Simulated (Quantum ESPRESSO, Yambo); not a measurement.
# SiF (chair-type functionalised monolayer): a self-consistent loop beyond G0W0, cycle by cycle, part 2 of 2

Wanted: G0W0 and self-consistent gaps of SiF (chair-type functionalised monolayer), with the cost of the cycles.

Quantum ESPRESSO 7.5 and Yambo 5.3.0; PBE and many-body steps on it, plane waves. Known limits of the many-body steps: not at the basis limit.

So far. Step 5 (evGW0, cycle 1): Against G0W0 in Yambo (6×6×1 mesh, 72 bands, screening to 74.8 eV, Godby-Needs plasmon pole), the gap moves by +0.324 eV. Step 6 (evGW0, cycle 2): Against the cycle before, the gap moves by +0.064 eV.

## 7. evGW0, cycle 3

Level of this step: evGW0 on PBE, plane waves, norm-conserving pseudopotentials (Yambo).

File gw4.in:

```
HF_and_locXC
gw0
dyson
ppa
em1d
rim_cut
rim_w
RandQpts= 3000000
RandGvec= 100 RL
CUTGeo= "slab z"
RandGvecW= 9 RL
EXXRLvcs= 72 Ry
VXCRLvcs= 288 Ry
Chimod= "HARTREE"
% BndsRnXp
 1 | 72 |
%
NGsBlkXp= 5.5 Ry
% LongDrXp
 1 | 1 | 0 |
%
% GbndRnge
 1 | 72 |
%
DysSolver= "n"
ExtendOut
PPAPntXp= 27.21138 eV
% QPkrange
 1 | 7 | 3 | 17 |
%
GfnQPdb= "E < ./gw3_fix/ndb.QP"
```

Launch:

```console
$ OMP_NUM_THREADS=1 mpirun -n 4 yambo -F gw4.in -J gw4,gw1_W -C gw4 > gw4.log
```

The program printed:

```text
 Yambo, version 5.3.0

 [02] CORE Variables Setup
 =========================

  [... cell, symmetries and grids as in the set-up ...]

  [02.05] Energies & Occupations
  ==============================

  [X] === General ===
  [X] Electronic Temperature                        :  0.000000  0.000000 [eV K]
  [X] Bosonic    Temperature                        :  0.000000  0.000000 [eV K]
  [X] Finite Temperature mode                       : no
  [X] El. density                                   :  0.10086E+24 [cm-3]
[...]
Sx RL components                                 :  15207

  QP @ state[ 1 ] K range                          :   1   7
  QP @ state[ 1 ] b range                          :   3  17
  GF energies kind                                 : Perdew, Burke & Ernzerhof(X)+Perdew, Burke & Ernzerhof(C)+ E < ./gw1/ndb.QP + @E Fit+ E < ./gw2_fix/
  GF WF`s kind                                     : Perdew, Burke & Ernzerhof(X)+Perdew, Burke & Ernzerhof(C)
  Xs energies kind                                 : Perdew, Burke & Ernzerhof(X)+Perdew, Burke & Ernzerhof(C)
  Xs WF`s kind                                     : Perdew, Burke & Ernzerhof(X)+Perdew, Burke & Ernzerhof(C)

 [16] Game Over & Game summary
```

Run time: 6.3 min. Hardware: 4 MPI ranks of Arm Neoverse V2, shared host; peak memory 3.2 GiB; 25 min of CPU time.

Numbers from this step:

```yaml
quasiparticle_gap_on_the_mesh: 2.460 eV
gap_of_the_density_functional_on_the_mesh: 0.6760 eV
k_of_the_valence_top: 0, 0, 0
k_of_the_conduction_bottom: 0, 0, 0
least_direct_quasiparticle_gap_on_the_computed_points: 2.460 eV
```

Against the cycle before, the gap moves by +0.013 eV.

The program's own table gives 2.804 eV, which is too large where the input levels are shifted: this version takes Σc at the unshifted level E₀, yet steps from the shifted one. The value above is the Newton step from E₀, E₀ + Z(Σc + Σx − Vxc), rebuilt from the printed columns.

## 8. evGW0, cycle 4

gw5.in, as its differences from gw4.in of step 7:

```diff
@@ -30,2 +30,2 @@
 %
-GfnQPdb= "E < ./gw3_fix/ndb.QP"
+GfnQPdb= "E < ./gw4_fix/ndb.QP"
```

Launch:

```console
$ OMP_NUM_THREADS=1 mpirun -n 4 yambo -F gw5.in -J gw5,gw1_W -C gw5 > gw5.log
```

The program printed:

```text
 Yambo, version 5.3.0

 [02] CORE Variables Setup
 =========================

  [... cell, symmetries and grids as in the set-up ...]

  [02.05] Energies & Occupations
  ==============================

  [X] === General ===
  [X] Electronic Temperature                        :  0.000000  0.000000 [eV K]
  [X] Bosonic    Temperature                        :  0.000000  0.000000 [eV K]
  [X] Finite Temperature mode                       : no
  [X] El. density                                   :  0.10086E+24 [cm-3]
[...]
Sx RL components                                 :  15207

  QP @ state[ 1 ] K range                          :   1   7
  QP @ state[ 1 ] b range                          :   3  17
  GF energies kind                                 : Perdew, Burke & Ernzerhof(X)+Perdew, Burke & Ernzerhof(C)+ E < ./gw1/ndb.QP + @E Fit+ E < ./gw2_fix/
  GF WF`s kind                                     : Perdew, Burke & Ernzerhof(X)+Perdew, Burke & Ernzerhof(C)
  Xs energies kind                                 : Perdew, Burke & Ernzerhof(X)+Perdew, Burke & Ernzerhof(C)
  Xs WF`s kind                                     : Perdew, Burke & Ernzerhof(X)+Perdew, Burke & Ernzerhof(C)

 [16] Game Over & Game summary
```

The job ended after 6.3 min (4 MPI ranks; peak memory 3.2 GiB).

This step gave:

```
quasiparticle gap on the mesh                         : 2.463 eV
gap of the density functional on the mesh             : 0.6760 eV
k of the valence top                                  : 0, 0, 0
k of the conduction bottom                            : 0, 0, 0
least direct quasiparticle gap on the computed points : 2.463 eV
```

Against the cycle before, the gap moves by +0.003 eV.

The program's own table gives 2.808 eV, which is too large where the input levels are shifted: this version takes Σc at the unshifted level E₀, yet steps from the shifted one. The value above is the Newton step from E₀, E₀ + Z(Σc + Σx − Vxc), rebuilt from the printed columns.

## 9. evGW, cycle 1

This step: evGW on PBE, plane waves, norm-conserving pseudopotentials.

gw6.in, as its differences from gw5.in of step 8:

```diff
@@ -30,2 +30,3 @@
 %
-GfnQPdb= "E < ./gw4_fix/ndb.QP"
+GfnQPdb= "E < ./gw1/ndb.QP"
+XfnQPdb= "E < ./gw1/ndb.QP"
```

Launch:

```console
$ OMP_NUM_THREADS=1 mpirun -n 4 yambo -F gw6.in -J gw6 -C gw6 > gw6.log
```

The program printed:

```text
 Yambo, version 5.3.0

 [02] CORE Variables Setup
 =========================

  [... cell, symmetries and grids as in the set-up ...]

  [02.05] Energies & Occupations
  ==============================

  [X] === General ===
  [X] Electronic Temperature                        :  0.000000  0.000000 [eV K]
  [X] Bosonic    Temperature                        :  0.000000  0.000000 [eV K]
  [X] Finite Temperature mode                       : no
  [X] El. density                                   :  0.10086E+24 [cm-3]
[...]
Sx RL components                                 :  15207

  QP @ state[ 1 ] K range                          :   1   7
  QP @ state[ 1 ] b range                          :   3  17
  GF energies kind                                 : Perdew, Burke & Ernzerhof(X)+Perdew, Burke & Ernzerhof(C)+ E < ./gw1/ndb.QP + @E Fit
  GF WF`s kind                                     : Perdew, Burke & Ernzerhof(X)+Perdew, Burke & Ernzerhof(C)
  Xs energies kind                                 : Perdew, Burke & Ernzerhof(X)+Perdew, Burke & Ernzerhof(C)
  Xs WF`s kind                                     : Perdew, Burke & Ernzerhof(X)+Perdew, Burke & Ernzerhof(C)

 [18] Game Over & Game summary
```

Run time: 7.4 min. Hardware: 4 MPI ranks; peak memory 3.2 GiB; 30 min of CPU time.

This step gave:

```yaml
quasiparticle_gap_on_the_mesh: 2.791 eV
gap_of_the_density_functional_on_the_mesh: 0.6760 eV
k_of_the_valence_top: 0, 0, 0
k_of_the_conduction_bottom: 0, 0, 0
least_direct_quasiparticle_gap_on_the_computed_points: 2.791 eV
```

Against G0W0 in Yambo (6×6×1 mesh, 72 bands, screening to 74.8 eV, Godby-Needs plasmon pole), the gap moves by +0.731 eV.

The program's own table gives 3.021 eV, which is too large where the input levels are shifted: this version takes Σc at the unshifted level E₀, yet steps from the shifted one. The value above is the Newton step from E₀, E₀ + Z(Σc + Σx − Vxc), rebuilt from the printed columns.

## 10. evGW, cycle 2

gw7.in, as its differences from gw6.in of step 9:

```diff
@@ -30,3 +30,3 @@
 %
-GfnQPdb= "E < ./gw1/ndb.QP"
-XfnQPdb= "E < ./gw1/ndb.QP"
+GfnQPdb= "E < ./gw6_fix/ndb.QP"
+XfnQPdb= "E < ./gw6_fix/ndb.QP"
```

Launch:

```console
$ OMP_NUM_THREADS=1 mpirun -n 4 yambo -F gw7.in -J gw7 -C gw7 > gw7.log
```

The program printed:

```text
 Yambo, version 5.3.0

 [02] CORE Variables Setup
 =========================

  [... cell, symmetries and grids as in the set-up ...]

  [02.05] Energies & Occupations
  ==============================

  [X] === General ===
  [X] Electronic Temperature                        :  0.000000  0.000000 [eV K]
  [X] Bosonic    Temperature                        :  0.000000  0.000000 [eV K]
  [X] Finite Temperature mode                       : no
  [X] El. density                                   :  0.10086E+24 [cm-3]
[...]
Sx RL components                                 :  15207

  QP @ state[ 1 ] K range                          :   1   7
  QP @ state[ 1 ] b range                          :   3  17
  GF energies kind                                 : Perdew, Burke & Ernzerhof(X)+Perdew, Burke & Ernzerhof(C)+ E < ./gw1/ndb.QP + @E Fit+ E < ./gw6_fix/
  GF WF`s kind                                     : Perdew, Burke & Ernzerhof(X)+Perdew, Burke & Ernzerhof(C)
  Xs energies kind                                 : Perdew, Burke & Ernzerhof(X)+Perdew, Burke & Ernzerhof(C)
  Xs WF`s kind                                     : Perdew, Burke & Ernzerhof(X)+Perdew, Burke & Ernzerhof(C)

 [18] Game Over & Game summary
```

It took 7.4 min on 4 MPI ranks; peak memory 3.2 GiB.

This step gave:

* quasiparticle gap on the mesh: 3.053 eV
* gap of the density functional on the mesh: 0.6760 eV
* k of the valence top: 0, 0, 0
* k of the conduction bottom: 0, 0, 0
* least direct quasiparticle gap on the computed points: 3.053 eV

Against the cycle before, the gap moves by +0.261 eV.

The program's own table gives 3.352 eV, which is too large where the input levels are shifted: this version takes Σc at the unshifted level E₀, yet steps from the shifted one. The value above is the Newton step from E₀, E₀ + Z(Σc + Σx − Vxc), rebuilt from the printed columns.

## 11. Side by side

Times are wall times on 4 MPI ranks of Arm Neoverse V2, shared host, good to a factor of about two.

```csv
run,mesh,bands,screening cutoff (eV),DFT gap (eV),gap on the mesh (eV),direct (eV),time
G0W0,6×6×1,72,74.8,0.676,2.060,2.060,7.4 min
"evGW0, cycle 1",6×6×1,72,74.8,0.676,2.384,2.384,6.3 min
"evGW0, cycle 2",6×6×1,72,74.8,0.676,2.447,2.447,6.4 min
"evGW0, cycle 3",6×6×1,72,74.8,0.676,2.460,2.460,6.3 min
"evGW0, cycle 4",6×6×1,72,74.8,0.676,2.463,2.463,6.3 min
"evGW, cycle 1",6×6×1,72,74.8,0.676,2.791,2.791,7.4 min
"evGW, cycle 2",6×6×1,72,74.8,0.676,3.053,3.053,7.4 min
```

## 12. Results

```yaml
g0w0: 2.060 eV
evgw0_cycle_1: 2.384 eV
evgw0_cycle_2: 2.447 eV
evgw0_cycle_3: 2.460 eV
evgw0_cycle_4: 2.463 eV
evgw_cycle_1: 2.791 eV
evgw_cycle_2: 3.053 eV
known_limits: not at the basis limit
```

What this shows: evGW0 ends at 2.46 eV, +0.40 eV from G0W0, after 4 cycles that took 25 min beside the first screening; the last moved the gap by 0.003 eV. evGW ends at 3.05 eV, +0.99 eV from G0W0, after 2 cycles that took 15 min beside the first screening; the last moved the gap by 0.261 eV, so the loop had not settled. Bands and cutoff are finite, so the gap is not at the basis limit. The miss can reach some tenths of an eV and take either sign; the mesh is an error of its own.

[Paths, hosts, dates, memory and timing lines, banners, echoed tables and standing remarks are left out of the program output.]

[Logs are printed without paths, hosts, clocks, repeated set-up lines and the standing remarks that a program may print on its own settings, such as how far it seeks lower states.]

[Runs of the session that timed out or met a known fault of the program may be left out.]

[Hosts, paths, dates, database ids (printed as entryN), source tags and the programs' standing remarks are cut or masked in the printed files.]
